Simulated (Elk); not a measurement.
# SrCl2 (Fm-3m): refractive index against wavelength

The refractive index of SrCl2 (Fm-3m) below the direct gap (5.56 eV on the mesh) is read from one computed spectrum, n = √(Re ε).

Cell: a, b, c = 4.933, 4.933, 4.933 Å (primitive vectors), 3 atoms.

Method: Elk 11.2.3 (patched build), PBE, independent particles, k-mesh 8×8×8, Lorentzian half width 0.15 eV.

Launch of the response step: `OMP_NUM_THREADS=4 elk`. The run took 13 s, its band step included, on 4 threads of Arm Neoverse V2, with other jobs on the host.

```tsv
wavelength (nm)	photon energy E (eV)	n
850	1.459	1.7650
700	1.771	1.7724
633	1.959	1.7777
532	2.331	1.7901
450	2.755	1.8079
405	3.061	1.8234
365	3.397	?
```

In the single-oscillator model n² − 1 = E₀E_d/(E₀² − E²), so 1/(n² − 1) = E₀/E_d − E²/(E₀E_d) is linear in E².

Working, on the rows shown:

| x = E² (eV²) | y = 1/(n² − 1) |
| --- | --- |
| 2.12762 | 0.472763 |
| 3.13716 | 0.466984 |
| 3.83641 | 0.462916 |
| 5.43137 | 0.453626 |
| 7.59115 | 0.440819 |
| 9.37179 | 0.430147 |

Means: x̄ = 5.2493, ȳ = 0.45454. Σ(x − x̄)(y − ȳ) = -0.2279, Σ(x − x̄)² = 38.71. Slope = -0.2279 / 38.71 = -0.005886; intercept = ȳ − slope · x̄ = 0.48544. Turned back into n, the line misses the rows shown by at most 0.00021.

Q: Fill in the last column of the withheld row.

A: At x = 11.538 the line gives y = 0.41753, that is 1.8426. The run gave 1.8436, so the extrapolation is off by 0.001, 1.3 % of the range in the table.

Refitted with all rows, the slope is -0.005935 and the intercept 0.48565. These give E₀ = √(intercept/−slope) = 9.05 eV and E_d = E₀/intercept = 18.6 eV; E₀ is 1.6 times the direct gap. The electronic limit at long wavelengths, without lattice vibrations, is n = √(1 + 1/intercept) = 1.749. Excitons are left out and so are local fields; PBE gaps are as a rule too small. The values come from a sum over the points of one k-mesh and carry its error, which grows as the direct gap shrinks. Spin-orbit coupling is left out.

[Logs are printed without paths, hosts, clocks, repeated set-up lines and the standing remarks that a program may print on its own settings, such as how far it seeks lower states.]
